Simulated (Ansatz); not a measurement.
**F-SiC-H chair monolayer in a perpendicular field**

Wanted: the out-of-plane response of the F-SiC-H chair monolayer. A positive field points along +c.

Calculated with Ansatz 0.2.0; plane-wave DFT, PBE-D3(BJ), Ansatz PAW (set soft_1); PAW set soft_1.

This is a report of a sequence of runs, with the program logs left out and the cost of each run kept.

## Step 1: The structure

The cell holds 4 atoms: 1 H, 1 C, 1 Si and 1 F. Cell: a = 3.086 Å, b = 3.086 Å, c = 37.773 Å, α = 90.0°, β = 90.0°, γ = 120.0°. Vacuum lies along c.

## Step 2: Relaxing the slab

The starting cell is a guess, so the in-plane lattice and the atoms are relaxed first, with the slab cut off from its images along the normal.

Input file input.yaml:

```yaml
crystal:
  lattice:
    - [3.0855, 0.0, 0.0]
    - [-1.54275, 2.6721213834, 0.0]
    - [0.0, 0.0, 37.7733333313]
  atoms:
    - { symbol: H, position: [0.6666666667, 0.3333333333, 0.455347688] }
    - { symbol: C, position: [0.6666666667, 0.3333333333, 0.48367455] }
    - { symbol: Si, position: [0.3333333333, 0.6666666667, 0.5001764914] }
    - { symbol: F, position: [0.3333333333, 0.6666666667, 0.544652312] }
  periodic: [true, true, false]
kpoints:
  mp_grid: { grid: [12, 12, 1] }
hamiltonian:
  xc: pbe
  dispersion: d3bj
  pseudopotentials: { kind: paw, azcp: { folder: soft_1 } }
scf:
  occupations: { method: fermi_dirac, width: 0.05 }
  convergence: { dr2_threshold: 1.0e-09 }
relax:
  f_tol: 0.004
  max_steps: 90
  cell: {}
output:
  write_potential: true
  write_density: true
  volumetric_format: npy
```

On the command line:

```bash
> ansatz run input.yaml --threads 2 --pin off --max-ram 3072MiB --backend cpu --events-out ev --progress --plain --runs-dir out
```

Elapsed: 28 s, on 2 threads of Arm Neoverse V2, shared host; peak memory 0.48 GiB; 52 s of CPU time.

The steps of the relaxation:

| step | energy less that of the first step (eV) | largest force component (eV/Å) | volume (Å³) |
| --- | --- | --- | --- |
| 1 | 0.0000 | 2.4383 | 311.43 |
| 2 | -0.1224 | 1.4826 | 317.84 |
| 3 | -0.1595 | 0.2595 | 317.89 |
| 4 | -0.1606 | 0.0332 | 317.64 |
| 5 | -0.1606 | 0.0017 | 317.58 |
| 6* | -0.1623 | 0.0012 | 317.58 |

Relaxation steps marked * repeat the geometry before them on a plane-wave basis chosen anew for their cell, so energy and pressure can jump there.

The run keeps the 6 symmetry operations that the program found, so distortions that break them were not tested.

| cell as run | before | after | change |
| --- | --- | --- | --- |
| a (Å) | 3.086 | 3.116 | +1.0 % |
| b (Å) | 3.086 | 3.116 | +1.0 % |

The atoms that moved most (Å, along periodic axes as changes of fractional coordinates times the final cell, across vacuum about the mean position):

| atom | dx | dy | dz | length |
| --- | --- | --- | --- | --- |
| F4 | 0.000 | 0.000 | -0.083 | 0.083 |
| C2 | 0.000 | 0.000 | 0.060 | 0.060 |
| H1 | 0.000 | 0.000 | 0.024 | 0.024 |

The relaxed structure:

```xyz
4
Lattice="3.1158 0.0000 0.0000 -1.5579 2.6984 0.0000 0.0000 0.0000 37.7733" Properties=species:S:1:pos:R:3
H     1.5579    0.8995   17.2240
C     1.5579    0.8995   18.3305
Si    0.0000    1.7989   18.8922
F     0.0000    1.7989   20.4900
```

This step gave:

```
gap on the k-mesh : 3.496 eV
```

The lattice constant a goes from 3.086 to 3.116 Å.

## Step 3: Single point, field 0

A sawtooth potential applies the field, turning back in the middle of the vacuum. With the dipole correction the typed value is the field outside the slab. The induced dipole is small, so the SCF threshold is tight.

The cell differs from the one that the last finished run ended in (c 37.773 → 21.266 Å).

Input file input.yaml:

```yaml
crystal:
  lattice:
    - [3.1158026353, 0.0, 0.0]
    - [-1.5579013177, 2.6983642354, 0.0]
    - [0.0, 0.0, 21.2659629991]
  atoms:
    - { symbol: H, position: [0.6666666667, 0.3333333333, 0.4232114953] }
    - { symbol: C, position: [0.6666666667, 0.3333333333, 0.4752409331] }
    - { symbol: Si, position: [0.3333333333, 0.6666666667, 0.5016580388] }
    - { symbol: F, position: [0.3333333333, 0.6666666667, 0.5767885047] }
kpoints:
  mp_grid: { grid: [18, 18, 1] }
  band_path:
    path: [[0, 0, 0], [0.5, 0, 0], [0.33333333, 0.33333333, 0], [0, 0, 0]]
    npoints: 16
hamiltonian:
  xc: pbe
  dispersion: d3bj
  pseudopotentials: { kind: paw, azcp: { folder: soft_1 } }
scf:
  occupations: { method: fermi_dirac, width: 0.02585 }
  convergence: { dr2_threshold: 1.0e-10 }
efield:
  axis: 3
  dipole_correction: true
  ramp_position: 0.97
  ramp_width: 0.06
  amplitude: 0
output:
  dos: { projected: true, e_range: [-6, 5] }
  write_potential: true
  write_density: true
  volumetric_format: npy
  elf: true
```

Run time: 8.4 s. Hardware: 2 threads; peak memory 0.41 GiB; 16 s of CPU time.

Numbers from this step:

```
gap on the k-mesh                  : 3.499 eV
dipole along the normal            : -0.1994 e·Å
gap along the path                 : 3.499 eV
smallest direct gap along the path : 3.499 eV
step between the vacuum levels     : 4.292 eV
ionisation energy, upper face      : 8.604 eV
electron affinity, upper face      : 5.105 eV
ionisation energy, lower face      : 4.312 eV
gap, the smaller of path and mesh  : 3.499 eV
```

Running mean over a fixed 2.5 Å (it still follows the layers) of the planar mean; the ramp of the sawtooth is left out. Table of electron's electrostatic potential energy less the Fermi level by z:

| z (Å) | electron's electrostatic potential energy less the Fermi level (eV) |
| --- | --- |
| 3.0 | 2.56 |
| 3.5 | 2.56 |
| 4.0 | 2.56 |
| 4.5 | 2.56 |
| 5.0 | 2.56 |
| 5.5 | 2.56 |
| 6.0 | 2.55 |
| 6.5 | 2.55 |
| 7.0 | 2.51 |
| 7.5 | 2.33 |
| 8.0 | 1.78 |
| 8.5 | 0.839 |
| 9.0 | -1.98 |
| 9.5 | -5.17 |
| 10.0 | -7.30 |
| 10.5 | -7.67 |
| 11.0 | -7.63 |
| 11.5 | -5.39 |
| 12.0 | -1.56 |
| 12.5 | 1.59 |
| 13.0 | 3.38 |
| 13.5 | 5.11 |
| 14.0 | 6.53 |
| 14.5 | 6.82 |
| 15.0 | 6.84 |
| 15.5 | 6.85 |
| 16.0 | 6.85 |
| 16.5 | 6.85 |
| 17.0 | 6.85 |
| 17.5 | 6.85 |
| 18.0 | 6.85 |

The density of states has structure finer than the step of the table below, so its rows give means over 0.25 eV. Peaks (eV: height): -5.940: 3.97, -5.280: 4.53, -4.650: 9.36, -4.590: 9.32, -4.370: 3.03.

The density of states by energy, zero at the Fermi level of the run, which the smearing sets inside the gap; means over each step:

energy (eV), density of states (states/eV a cell) and a bar:
```
    -5.75       2.42 #################
    -5.50       2.14 ###############
    -5.25       3.43 ########################
    -5.00       3.16 ######################
    -4.75       2.37 ################
    -4.50       4.32 ##############################
    -4.25       1.60 ###########
    -4.00       0.99 #######
    -3.75       0.93 ######
    -3.50       0.99 #######
    -3.25       1.26 #########
    -3.00       1.24 #########
    -2.75       0.84 ######
    -2.50       0.68 #####
    -2.25       0.59 ####
    -2.00       0.53 ####
    -1.75       0.19 #
    -1.50       0.00 
    -1.25       0.00 
    -1.00       0.00 
    -0.75       0.00 
    -0.50       0.00 
    -0.25       0.00 
     0.00       0.00 
     0.25       0.00 
     0.50       0.00 
     0.75       0.00 
     1.00       0.00 
     1.25       0.00 
     1.50       0.00 
     1.75       0.18 #
     2.00       0.38 ###
     2.25       0.38 ###
     2.50       0.39 ###
     2.75       0.79 #####
     3.00       1.02 #######
     3.25       1.56 ###########
     3.50       1.26 #########
```

Projected DOS per atom over height of the atomic layer and energy from the Fermi level. Layers: H C Si F from below.

Values in states/eV, 22 rows by 4 columns, each cell a mean:
```
0.09 0.15 0.40 0.04
0.10 0.17 0.41 0.03
0.09 0.08 0.10 0.01
0.10 0.04 0.01 0.00
0.04 0.02 0.00 0.00
0.00 0.00 0.00 0.00
0.00 0.00 0.00 0.00
0.00 0.00 0.00 0.00
0.00 0.00 0.00 0.00
0.00 0.00 0.00 0.00
0.00 0.00 0.00 0.00
0.00 0.00 0.00 0.00
0.00 0.23 0.03 0.01
0.00 0.46 0.09 0.03
0.00 0.57 0.14 0.08
0.00 0.83 0.23 0.20
0.00 0.57 0.16 0.22
0.01 0.51 0.12 0.38
0.28 1.23 0.14 2.09
0.05 0.23 0.15 1.84
0.07 0.49 0.36 1.98
0.10 0.71 0.35 1.37
```
Columns: height of the atomic layer (Å) from 9 to 12.3 (not evenly spaced); rows upwards: energy from the Fermi level (eV) from -5.96 to 3.67.

The electronic bands at the labelled points (eV, zero at the Fermi level of the run, which the smearing sets inside the gap):

| point | band 5 | band 6 | band 7 | band 8 | band 9 | band 10 | band 11 | band 12 |
| --- | --- | --- | --- | --- | --- | --- | --- | --- |
| Γ | -4.83 | -4.83 | -1.76 | -1.76 | 1.74 | 3.11 | 3.67 | 4.50 |
| halfway | -5.29 | -5.04 | -4.33 | -2.54 | 2.91 | 3.76 | 4.40 | 5.59 |
| M | -6.11 | -5.27 | -4.66 | -3.09 | 2.65 | 4.56 | 5.88 | 7.37 |
| halfway | -6.17 | -5.73 | -4.57 | -4.08 | 3.83 | 5.72 | 6.19 | 7.14 |
| K | -6.57 | -5.97 | -4.82 | -4.39 | 5.02 | 5.36 | 6.73 | 7.81 |
| halfway | -5.60 | -5.16 | -4.36 | -3.26 | 3.29 | 4.46 | 4.81 | 6.12 |
| Γ | -4.83 | -4.83 | -1.76 | -1.76 | 1.74 | 3.11 | 3.67 | 4.50 |

ELF in the ca plane at fractional y = 0.333, with atoms of H and C within 0.2 Å of it. It is the smooth field of the valence electrons, not physical close to the nuclei.

Ten even steps from '0' (0.00 × 1e-1) to '9' (9.96 × 1e-1), each cell a mean:
```
00000000000000136776678740011000000000000000
00000000000001379999646741000000000000000000
00000000000001489999503641000000000000000000
00000000000000379998657741000000000000000000
00000000000000025665688741122100000000000000
00000000000000000012466521355310000000000000
00000000000000000000234312466410000000000000
00000000000000000112467621354310000000000000
```
Columns run along c (16.0 Å, from fractional 0.11 to 0.86 of the cell), rows up along a (3.1 Å). Atoms in or near the plane, at fractional coordinates: H at (0.42, 0.67), C at (0.48, 0.67).

Valence density in the ca plane at fractional y = 0.333, with atoms of H and C within 0.2 Å of it. It is the smooth field of the valence electrons, not physical close to the nuclei.

Ten steps, logarithmic in the rise over the least value, from '0' (0.0 e/Å³) to '9' (1.7 e/Å³), each cell a mean:
```
00000000000001356788764333210000000000000000
00000000000013578999864221100000000000000000
00000000000013699999964211000000000000000000
00000000000012578999864222100000000000000000
00000000000001345788764443210000000000000000
00000000000000123566655565420000000000000000
00000000000000123456655666420000000000000000
00000000000000124567655555320000000000000000
```
Columns run along c (16.0 Å, from fractional 0.16 to 0.92 of the cell), rows up along a (3.1 Å). Atoms in or near the plane, at fractional coordinates: H at (0.42, 0.67), C at (0.48, 0.67).

Electrostatic potential energy in the ca plane at fractional y = 0.333, with atoms of H and C within 0.2 Å of it. With pseudopotentials it is smooth inside the atoms' cores, unlike the true potential.

Ten even steps from '0' (-24 eV) to '9' (4 eV), each cell a mean:
```
99999999999999888888877445778999999999999999
99999999999999888887332002788999999999999999
99999999999999888886000000689999999999999999
99999999999999888887443002788999999999999999
99999999999999888888887545678999999999999999
99999999999999888888888754468899999999999999
99999999999999888888888642367899999999999999
99999999999999888888888754568899999999999999
```
Columns run along c (16.0 Å, from fractional 0.07 to 0.83 of the cell; values clipped at the 3rd and 97th percentile), rows up along a (3.1 Å). Atoms in or near the plane, at fractional coordinates: H at (0.42, 0.67), C at (0.48, 0.67).

The gap is 3.50 eV, with the valence edge 8.60 eV and the conduction edge 5.11 eV under the upper vacuum level.

## Step 4: Atoms held, field 0.1 V/Å

Changes to input.yaml since step 3:

```diff
@@ -25,7 +25,6 @@
   dipole_correction: true
-  ramp_position: 0.97
-  ramp_width: 0.06
-  amplitude: 0
+  ramp_position: 0.9186
+  ramp_width: 0.1749
+  amplitude: 0.1
 output:
-  dos: { projected: true, e_range: [-6, 5] }
   write_potential: true
@@ -33,2 +32 @@
   volumetric_format: npy
-  elf: true
```

Run time: 8.2 s. Hardware: 2 threads; peak memory 0.37 GiB.

The dipole is -0.184 e·Å, 0.0151 e·Å from its value without field, and the gap 3.316 eV.

## Step 5: Single point, field -0.1 V/Å

Changes to input.yaml since step 4:

```diff
@@ -27,3 +27,3 @@
   ramp_width: 0.1749
-  amplitude: 0.1
+  amplitude: -0.1
 output:
```

Run time: 7.6 s. Hardware: 2 threads; peak memory 0.37 GiB.

The dipole is -0.214 e·Å, -0.0150 e·Å from its value without field, and the gap 3.664 eV.

## Step 6: Response, atoms held

This step: plane-wave DFT, PBE-D3(BJ), Ansatz PAW (set soft_1); response to a field along the normal, atoms held; PAW set soft_1 (Ansatz 0.2.0).

The dipoles give the slope, and the difference of two potentials shows where the field is screened.

This step gave:

| Quantity | Value |
| --- | --- |
| equivalent conductor thickness p/(ε₀AE) | 3.234 Å |
| distance between the outer atoms | 3.266 Å |

The dipole of the cell by applied field:

| applied field (V/Å) | dipole of the cell (e·Å) |
| --- | --- |
| -0.1000 | -0.214 |
| 0.0000 | -0.199 |
| 0.1000 | -0.184 |

Local field over the applied field, running mean. From the potentials at -0.1 and 0.1 V/Å; running mean over 2.5 Å. Local field over applied field against z:

z (Å), local field over applied field and a bar from the least value:
```
     4.14      1.000 ##############################
     4.58      1.000 ##############################
     5.02      1.000 ##############################
     5.46      0.999 ##############################
     5.91      0.997 ##############################
     6.35      0.992 ##############################
     6.79      0.977 #############################
     7.24      0.940 ############################
     7.68      0.862 #########################
     8.12      0.740 ####################
     8.57      0.601 ###############
     9.01      0.452 #########
     9.45      0.308 ###
     9.89      0.233 
    10.34      0.223 
    10.93      0.251 #
    11.37      0.304 ###
    11.81      0.413 #######
    12.26      0.530 ############
    12.70      0.630 ################
    13.14      0.741 ####################
    13.59      0.852 ########################
    14.03      0.937 ############################
    14.47      0.980 #############################
    14.92      0.995 ##############################
    15.36      0.999 ##############################
    15.80      1.000 ##############################
    16.24      1.000 ##############################
    16.69      1.000 ##############################
    17.13      1.000 ##############################
```

Electrons, planar mean, per unit field. The induced electron density by z:

z (Å), induced electron density (e/Å³ per V/Å) and a bar from the least value:
```
     4.14    0.00000 ###############
     4.58    0.00000 ###############
     5.02    0.00000 ###############
     5.46    0.00000 ###############
     5.91    0.00001 ###############
     6.35    0.00003 ###############
     6.79    0.00010 ################
     7.24    0.00027 ################
     7.68    0.00071 ##################
     8.12    0.00170 #######################
     8.57    0.00326 ##############################
     9.01    0.00331 ##############################
     9.45    0.00070 ##################
     9.89    0.00128 #####################
    10.34    0.00035 #################
    10.93   -0.00335 
    11.37    0.00066 ##################
    11.81    0.00046 #################
    12.26   -0.00136 #########
    12.70   -0.00335 
    13.14   -0.00230 #####
    13.59   -0.00080 ###########
    14.03   -0.00023 ##############
    14.47   -0.00006 ###############
    14.92   -0.00001 ###############
    15.36    0.00000 ###############
    15.80    0.00000 ###############
    16.24    0.00000 ###############
    16.69    0.00000 ###############
    17.13    0.00000 ###############
```

The smaller of the gaps on the path and on the k-mesh, counted as 0 under 0.03 eV; in a wide-gap layer a fall can come from a state in the tilted vacuum. Gap against applied field:

| applied field (V/Å) | gap (eV) |
| --- | --- |
| -0.1000 | 3.66 |
| 0.0000 | 3.50 |
| 0.1000 | 3.32 |

By hand: between -0.1 and 0.1 V/Å the dipole changes by 0.03006 e·Å, a slope of 0.1503 e·Å²/V. A perfect conductor of thickness t has p = ε₀AEt, so t = 180.95 × 0.1503 / 8.408 = 3.23 Å (e/ε₀ = 180.95 V·Å, A in Å²).

The induced dipole is that of a conductor 3.23 Å thick.

## Step 7: Summary of results

```yaml
gap_without_field: 3.50 eV
ionisation_energy_upper_face: 8.60 eV
electron_affinity_upper_face: 5.11 eV
step_between_the_vacuum_levels: 4.29 eV
equivalent_conductor_thickness_atoms_held: 3.23 Å
```

In words: The induced dipole equals that of a perfect conductor 3.23 Å thick, while the outer atoms lie 3.27 Å apart; an out-of-plane ε follows only once a thickness t is chosen, by 1 − 1/ε = 3.23 Å / t. The two faces differ: the vacuum level above lies 4.29 eV higher than the one below. The gap goes from 3.50 eV to 3.66 eV at -0.1 V/Å. With the field reversed it is 3.32 eV at 0.1 V/Å. Semilocal functionals give gaps that are too small, and excitons are not included.

[Long decimals in the printed logs are rounded to 6 places.]

[Logs are printed without paths, hosts, clocks, repeated set-up lines and the standing remarks that a program may print on its own settings, such as how far it seeks lower states.]

[Hosts, paths, dates, database ids (printed as entryN), source tags and the programs' standing remarks are cut or masked in the printed files.]

[Maps of the electrostatic potential energy from Ansatz leave out the sawtooth potential of an applied field or a dipole correction, so their vacuum need not be flat; planar profiles and work functions include it.]

[The density of states shown here was stored with 400 of the rows of the run's finer table, so its peaks can read low, often by over a quarter, or be missed, and its means over a window can be off by a tenth or more.]
